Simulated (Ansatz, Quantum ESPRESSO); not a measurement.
# Complex bands of MgO, rock salt type, lattice constant set to 4.196 Å, part 4 of 4

How good a tunnel barrier is MgO, rock salt type, lattice constant set to 4.196 Å?

Quantum ESPRESSO 7.5; plane-wave DFT, LDA, GBRV ultrasoft pseudopotentials; cross-check by Ansatz 0.2.0 with PAW datasets.

So far. Step 2 (Ground state): The run needed 10 iterations to bring the estimated error under 1e-09 Ry.

### 6. Cross-check with Ansatz

As a check, the same structure is run in Ansatz.

Level of this step: plane-wave DFT, LDA, Ansatz PAW (Ansatz 0.2.0).

The input, input.yaml:

```yaml
crystal:
  lattice:
    - [2.9670200539, 0.0, 0.0]
    - [0.0, 2.9670200539, 0.0]
    - [0.0, 0.0, 4.196]
  atoms:
    - { symbol: Mg, position: [0.0, 0.0, 0.0] }
    - { symbol: O, position: [0.5, 0.5, 0.0] }
    - { symbol: Mg, position: [0.5, 0.5, 0.5] }
    - { symbol: O, position: [0.0, 0.0, 0.5] }
kpoints:
  mp_grid: { grid: [8, 8, 6] }
hamiltonian:
  xc: lda
scf:
  occupations: { method: fixed }
  convergence: { dr2_threshold: 1.0e-09 }
output:
  transmission:
    leads: [[0, 0]]
    kpoints: [[0, 0], [0.5, 0], [0.5, 0.5], [0.25, 0]]
    e_range: [-1.92, 7.44]
    de: 0.24
```

Started as:

```sh
$ ansatz run input.yaml --threads 2 --pin off --max-ram 4096MiB --backend cpu --events-out ev --progress --plain --runs-dir out
```

Numbers of over 12 decimals in the logs are rounded to 6 here.

The program printed:

```text
Engine: ansatz 0.2.0, x86_64-unknown-linux-gnu
Pseudopotentials: kind: paw
Pseudopotential: Mg, paw, valence charge 10, recommended cutoff 420 eV (normal), Mg.paw.azcp
Pseudopotential: O, paw, valence charge 6, recommended cutoff 420 eV (normal), O.paw.azcp
Functional definition: SPW92
  exchange = slater_x
  correlation = pw_c
Crystal: 4 atoms, lattice volume = 36.938 Å³
Basis set: ecut = 420 eV, 699 PW (Γ)
Bands: 20, of which v1, the nominal top of the filled ones, is band 16 counted from 1 (15 counted from 0)
Symmetry: 32 space group operations
Space group: Fm-3m (ITA 225), of the structure as read, at distance tolerance 3.3e-5 Å
k-points: 60 of 384
Non-local potential: Mg, projectors of the file, l = 0: 3, l = 1: 2, l = 2: 1
Non-local potential: O, projectors of the file, l = 0: 2, l = 1: 2, l = 2: 1
PAW form: soft (Blöchl's): semilocal exchange-correlation on the pseudo side does not see the compensation charge
PAW frozen core: Mg, regenerated for the run's functional, and the local potential with it (the file was generated under x = pbe(κ = 0.804, μ = 0.219515), c = pbe(β = 0.066725))
PAW frozen core: O, regenerated for the run's functional, and the local potential with it (the file was generated under x = pbe(κ = 0.804, μ = 0.219515), c = pbe(β = 0.066725))
PAW one-centre angular grid: Mg, 110 points (default); XC on 64 Gauss nodes
PAW one-centre angular grid: O, 110 points (default); XC on 64 Gauss nodes
Initial density: superposition of atomic densities (neutral atoms: chi_scale 0, normalization atom), corrected by the library's trained network
Initial wavefunctions: pseudopotential atomic-orbital guess
Functional: x = slater, c = lda
SCF iter   1: F=—  HF=-4920.152815 eV  |F-HF|=—  |Δ(HF+E_count)|=         —  Δρ=1.75e-2  dr2=9.07e-2  ethr=1.77e-3  ⟨swp⟩=4.8  Hψ=4996  notcnv=0  defer=91
preconditioner: auto → none  [insulator: Δε(μ)=4.617 eV  Ē_g=15.667 eV  n_scr=14 (ndim 8)  ℏωp=24.4 eV  f_vac=0.000  ε∞_Penn≈3.4]
SCF iter   2: F=—  HF=-4920.124156 eV  |F-HF|=—  |Δ(HF+E_count)|=   2.87e-2  Δρ=9.07e-3  dr2=1.62e-2  ethr=2.83e-4  ⟨swp⟩=2.0  Hψ=2266  notcnv=0  defer=115
SCF iter   3: F=—  HF=-4920.118328 eV  |F-HF|=—  |Δ(HF+E_count)|=   5.83e-3  Δρ=1.96e-3  dr2=7.67e-4  ethr=5.06e-5  ⟨swp⟩=2.0  Hψ=1767  notcnv=0  defer=116
SCF iter   4: F=—  HF=-4920.117852 eV  |F-HF|=—  |Δ(HF+E_count)|=   4.76e-4  Δρ=3.85e-4  dr2=2.52e-5  ethr=2.40e-6  ⟨swp⟩=2.0  Hψ=2286  notcnv=0  defer=117
SCF iter   5: F=—  HF=-4920.117838 eV  |F-HF|=—  |Δ(HF+E_count)|=   1.47e-5  Δρ=2.03e-5  dr2=8.69e-8  ethr=7.86e-8  ⟨swp⟩=2.1  Hψ=1688  notcnv=0
SCF iter   6: F=—  HF=-4920.117838 eV  |F-HF|=—  |Δ(HF+E_count)|=   4.46e-7  Δρ=2.67e-6  dr2=1.15e-9  ethr=2.72e-10  ⟨swp⟩=2.6  Hψ=1924  notcnv=0
SCF iter   7: F=-4920.117838 eV  HF=-4920.117838 eV  |F-HF|=2.91e-11  |Δ(HF+E_count)|=  3.69e-10  Δρ=3.21e-7  dr2=1.19e-11  ethr=3.13e-12  ⟨swp⟩=3.0  Hψ=2955  notcnv=0
SCF 1 converged in 7 iterations: F = -4920.117838 eV  dr2 = 1.19e-11
  greatest PAW one-centre occupation: 1.000 electrons in one spin orbital (limit 2), on the Mg atom at site 2 (counted from 0), in its partial waves of l = 1
transmission: 8 of 32 steps passed
transmission: 16 of 32 steps passed
transmission: 24 of 32 steps passed
transmission: 32 of 32 steps passed
SCF converged after 7 iterations
Free energy (F): -4920.117838 eV
Harris-Foulkes:  -4920.117838 eV  (|F-HF|=2.91e-11)
Internal energy: -4920.117838 eV  (E = F + TS)
E sigma→0 (E₀):  -4920.117838 eV
Fermi energy:    7.903833 eV
--- Per-component energies (eV) ---
  E_band       = -586.507709
  E_kinetic    = 509.924702
  E_local      = -3188.074858  (includes V_loc(G=0)·N_el)
  E_nonlocal   = 291.099098
  E_hartree    = 1098.596018
  E_xc         = -207.507061
  E_vxc        = -267.826833  (∫ρ·V_xc dr)
  E_paw        = -836.051085  (= ΣΔE_a)
  E_vpaw       = -128.826793  (= ΣTr[D̂ρ^β])
  E_aug_tail   = 0.005143  (compensation charges beyond the density's cutoff)
  E_ewald      = -2588.604598
  E_core_change = 0.494802  (= ΣΔE_core)
  E_smearing   = -0.000000  (= −TS)
  E_closure    = 0.000000  (closes the sum)
  Σ components = -4920.117838   (vs F -4920.117838, Δ=0.00e0)
--- Band table (eV; the first three rows and the last of 60) ---
  k-point 0: bands = [... 12 lower, 6.5261, 7.9038, 7.9038, 7.9038, 12.6729, 16.8379, 17.7340, 20.9149]
  k-point 1: bands = [... 12 lower, 6.6034, 7.3727, 7.7930, 7.7930, 13.2705, 17.0675, 17.6890, 20.9595]
  k-point 2: bands = [... 12 lower, 6.8237, 6.8237, 7.5057, 7.5057, 14.5578, 17.1472, 17.7539, 20.4380]
  k-point 59: bands = [... 12 lower, 4.8827, 4.8827, 6.0792, 6.0792, 19.4387, 19.4387, 19.4387, 19.4387]
--- Transmission ---
  basis      : 69 plane waves across, 8 finite elements along
  points     : 4, as listed
  energies   : 40 from -1.920000 to 7.440000 eV about the Fermi level, 0.240000 eV apart; the leads are filled to 2.384538 eV, and channels, transmission and decay are at 2.400000 eV
  crystal 0  : Mg2O2, at the sites [0, 0], period 4.1960 Å: whole cells are its period
    offset         : up to 0.0000 Å between an atom of the period and one for which it stands
    channels       : 0.000000e0 a spin
    conductance    : none, the energies end too early or step too widely for 300 K: set another output.transmission.e_range or a lower de, or, where they end at an eighth of basis.ecutwfc, a higher one
    slowest decay  : 0.3345 /Å at (0.0000, 0.0000)
```

It took 6.5 s on 2 threads of Intel Xeon Platinum 8375C at 2.90GHz (Ice Lake), shared host; peak memory 0.36 GiB; 8.2 s of CPU time.

Read from the output:

- free energy: -4920.1178 eV
- gap by band count: 4.769 eV
- symmetry operations: 32
- slowest decay at the grid energy nearest mid-gap: 0.3345 Å⁻¹
- peak of the smallest κ at the zone centre: 0.3345 Å⁻¹
- peak of the smallest κ at (1/4, 0): 0.6371 Å⁻¹
- valence top, on the run's zero: 7.904 eV

K across = (0, 0) in the cell's reciprocal vectors; values within 0.0025 1/Å of each other count once, columns are sorted by size at each energy, a dash where no further value was kept. Table of Im kz of the slowest decaying states by energy, zero at the highest filled level of the SCF mesh:

| energy (eV) | decay 1 (Å⁻¹) | decay 2 (Å⁻¹) | decay 3 (Å⁻¹) |
| --- | --- | --- | --- |
| -1.92 | 0.634 | 1.03 | - |
| -1.68 | 0.479 | 1.03 | - |
| -1.20 | 1.02 | - | - |
| -0.96 | 1.02 | - | - |
| -0.72 | 1.02 | - | - |
| -0.24 | 1.01 | - | - |
| 0.00 | 0.0154 | 0.0222 | 1.01 |
| 0.24 | 0.152 | 0.346 | 1.00 |
| 0.72 | 0.246 | 0.559 | 0.995 |
| 0.96 | 0.274 | 0.625 | 0.990 |
| 1.20 | 0.295 | 0.679 | 0.984 |
| 1.68 | 0.322 | 0.760 | 0.971 |
| 1.92 | 0.330 | 0.791 | 0.964 |
| 2.16 | 0.334 | 0.818 | 0.957 |
| 2.64 | 0.332 | 0.862 | 0.941 |
| 2.88 | 0.326 | 0.880 | 0.933 |
| 3.36 | 0.303 | 0.909 | 0.914 |
| 3.60 | 0.286 | 0.905 | 0.921 |
| 3.84 | 0.263 | 0.894 | 0.931 |
| 4.32 | 0.194 | 0.873 | 0.947 |
| 4.56 | 0.136 | 0.861 | 0.953 |
| 4.80 | 0.849 | 0.958 | 1.05 |
| 5.28 | 0.823 | 0.966 | 0.991 |
| 5.52 | 0.810 | 0.958 | 0.968 |
| 5.76 | 0.795 | 0.924 | 0.970 |
| 6.24 | 0.764 | 0.852 | 0.970 |
| 6.48 | 0.748 | 0.813 | 0.969 |
| 6.72 | 0.730 | 0.772 | 0.968 |
| 7.20 | 0.684 | 0.693 | 0.963 |
| 7.44 | 0.635 | 0.672 | 0.960 |

K across = (0, 0) in the cell's reciprocal vectors. Table of Re kz of states that move upwards by energy, zero at the highest filled level of the SCF mesh:

| energy (eV) | channel 1 (Å⁻¹) | channel 2 (Å⁻¹) | channel 3 (Å⁻¹) |
| --- | --- | --- | --- |
| -1.92 | -0.568 | - | - |
| -1.44 | -0.461 | - | - |
| -0.96 | -0.354 | 0.599 | 0.599 |
| -0.48 | -0.557 | -0.557 | -0.235 |
| -0.24 | -0.375 | -0.375 | -0.161 |
| 0.00 | - | - | - |
| 0.24 | - | - | - |
| 0.72 | - | - | - |
| 1.20 | - | - | - |
| 1.68 | - | - | - |
| 2.16 | - | - | - |
| 2.64 | - | - | - |
| 2.88 | - | - | - |
| 3.36 | - | - | - |
| 3.84 | - | - | - |
| 4.32 | - | - | - |
| 4.80 | 0.0537 | - | - |
| 5.28 | 0.229 | - | - |
| 5.76 | 0.334 | - | - |
| 6.00 | 0.380 | - | - |
| 6.48 | 0.468 | - | - |
| 6.96 | 0.553 | - | - |
| 7.44 | 0.637 | - | - |

K across = (1/2, 0) in the cell's reciprocal vectors; values within 0.0025 1/Å of each other count once, columns are sorted by size at each energy, a dash where no further value was kept. Table of Im kz of the slowest decaying states by energy, zero at the highest filled level of the SCF mesh:

| energy (eV) | decay 1 (Å⁻¹) | decay 2 (Å⁻¹) | decay 3 (Å⁻¹) |
| --- | --- | --- | --- |
| -1.92 | - | - | - |
| -1.68 | - | - | - |
| -1.20 | - | - | - |
| -0.96 | - | - | - |
| -0.72 | 1.24 | - | - |
| -0.24 | 0.295 | - | - |
| 0.00 | 0.359 | - | - |
| 0.24 | 0.409 | 1.49 | - |
| 0.72 | 0.483 | 1.45 | - |
| 0.96 | 0.511 | 1.44 | - |
| 1.20 | 0.535 | 1.42 | - |
| 1.68 | 0.573 | 1.39 | - |
| 1.92 | 0.587 | 1.37 | - |
| 2.16 | 0.599 | 1.35 | - |
| 2.64 | 0.615 | 1.32 | - |
| 2.88 | 0.620 | 1.30 | - |
| 3.36 | 0.624 | 1.27 | - |
| 3.60 | 0.623 | 1.26 | - |
| 3.84 | 0.620 | 1.24 | - |
| 4.32 | 0.608 | 1.21 | - |
| 4.56 | 0.599 | 1.20 | - |
| 4.80 | 0.589 | 1.19 | - |
| 5.28 | 0.561 | 1.16 | - |
| 5.52 | 0.544 | 1.14 | - |
| 5.76 | 0.524 | 1.13 | - |
| 6.24 | 0.475 | 1.10 | - |
| 6.48 | 0.445 | 1.08 | 1.50 |
| 6.72 | 0.410 | 1.07 | 1.48 |
| 7.20 | 0.319 | 1.04 | 1.44 |
| 7.44 | 0.254 | 1.02 | 1.42 |

K across = (1/2, 1/2) in the cell's reciprocal vectors; values within 0.0025 1/Å of each other count once, columns are sorted by size at each energy, a dash where no further value was kept. Table of Im kz of the slowest decaying states by energy, zero at the highest filled level of the SCF mesh:

| energy (eV) | decay 1 (Å⁻¹) | decay 2 (Å⁻¹) |
| --- | --- | --- |
| -1.92 | 0.218 | - |
| -1.44 | - | - |
| -0.96 | 0.286 | 0.392 |
| -0.48 | 0.398 | 0.514 |
| -0.24 | 0.436 | 0.552 |
| 0.00 | 0.468 | 0.583 |
| 0.24 | 0.494 | 0.608 |
| 0.72 | 0.535 | 0.645 |
| 1.20 | 0.565 | 0.670 |
| 1.68 | 0.586 | 0.687 |
| 2.16 | 0.599 | 0.697 |
| 2.64 | 0.607 | 0.702 |
| 2.88 | 0.609 | 0.703 |
| 3.36 | 0.609 | 0.702 |
| 3.84 | 0.604 | 0.696 |
| 4.32 | 0.595 | 0.686 |
| 4.80 | 0.582 | 0.673 |
| 5.28 | 0.564 | 0.656 |
| 5.76 | 0.541 | 0.636 |
| 6.00 | 0.528 | 0.624 |
| 6.48 | 0.497 | 0.596 |
| 6.96 | 0.458 | 0.564 |
| 7.44 | 0.410 | 0.525 |

K across = (1/4, 0) in the cell's reciprocal vectors; values within 0.0025 1/Å of each other count once, columns are sorted by size at each energy, a dash where no further value was kept. Table of Im kz of the slowest decaying states by energy, zero at the highest filled level of the SCF mesh:

| energy (eV) | decay 1 (Å⁻¹) | decay 2 (Å⁻¹) | decay 3 (Å⁻¹) |
| --- | --- | --- | --- |
| -1.92 | 0.832 | 1.36 | - |
| -1.44 | 0.194 | 0.517 | 1.32 |
| -0.96 | 0.210 | 1.28 | - |
| -0.48 | 1.25 | - | - |
| -0.24 | 0.175 | 1.24 | - |
| 0.00 | 0.293 | 0.377 | 1.22 |
| 0.24 | 0.365 | 0.541 | 1.21 |
| 0.72 | 0.461 | 0.730 | 1.18 |
| 1.20 | 0.525 | 0.846 | 1.15 |
| 1.68 | 0.569 | 0.927 | 1.13 |
| 2.16 | 0.601 | 0.988 | 1.10 |
| 2.64 | 0.622 | 1.03 | 1.08 |
| 2.88 | 0.628 | 1.05 | 1.07 |
| 3.36 | 0.636 | 1.04 | 1.09 |
| 3.84 | 0.636 | 1.02 | 1.11 |
| 4.32 | 0.628 | 0.990 | 1.14 |
| 4.80 | 0.612 | 0.963 | 1.16 |
| 5.28 | 0.585 | 0.936 | 1.17 |
| 5.76 | 0.545 | 0.907 | 1.19 |
| 6.00 | 0.518 | 0.891 | 1.19 |
| 6.48 | 0.433 | 0.860 | 1.20 |
| 6.96 | 0.601 | 0.826 | 1.22 |
| 7.44 | 0.648 | 0.790 | 1.21 |

### 7. By hand

T falls as exp(−2κd). With κ = 0.336 1/Å, 10 Å of barrier pass exp(−2 × 0.336 × 10) = 0.0012 of that channel, interfaces aside.

### 8. Results

```
gap on the SCF mesh                                                  : 4.79 eV
smallest κ at mid-gap among the four k points, at the zone centre    : 0.336 Å⁻¹
peak of the smallest κ in the stop band at the zone centre           : 0.336 Å⁻¹
peak of the smallest κ in the stop band at (1/4, 0)                  : 0.637 Å⁻¹
energy of the peak at the zone centre, over the highest filled level : 2.40 eV
peak at the zone centre by Ansatz                                    : 0.335 Å⁻¹
```

In words: With a gap of 4.79 eV on the mesh, the smallest κ at mid-gap among the four k points, at the zone centre is 0.336 Å⁻¹ (LDA, GBRV ultrasoft). For a barrier with the Fermi level at mid-gap the slowest state found, at the zone centre, loses a factor of ten in probability every 3.4 Å or so. Stop bands away from the zone centre are mostly wider than the gap, so their peaks can lie above the conduction bottom. At the zone centre pwcond's peak is 0.336 and Ansatz's 0.335 1/Å, 0 % apart. The cell is the a/√2 one, turned by 45°, with two primitive cells, so X along [001] folds onto kz = 0. A semilocal gap is too small, often by a third to a half and by more in narrow-gap crystals, so real barriers decay faster.

[Logs are printed without paths, hosts, clocks, repeated set-up lines and the standing remarks that a program may print on its own settings, such as how far it seeks lower states.]

[Hosts, paths, dates, database ids (printed as entryN), source tags and the programs' standing remarks are cut or masked in the printed files.]

[Maps of the electrostatic potential energy from Ansatz leave out the sawtooth potential of an applied field or a dipole correction, so their vacuum need not be flat; planar profiles and work functions include it.]
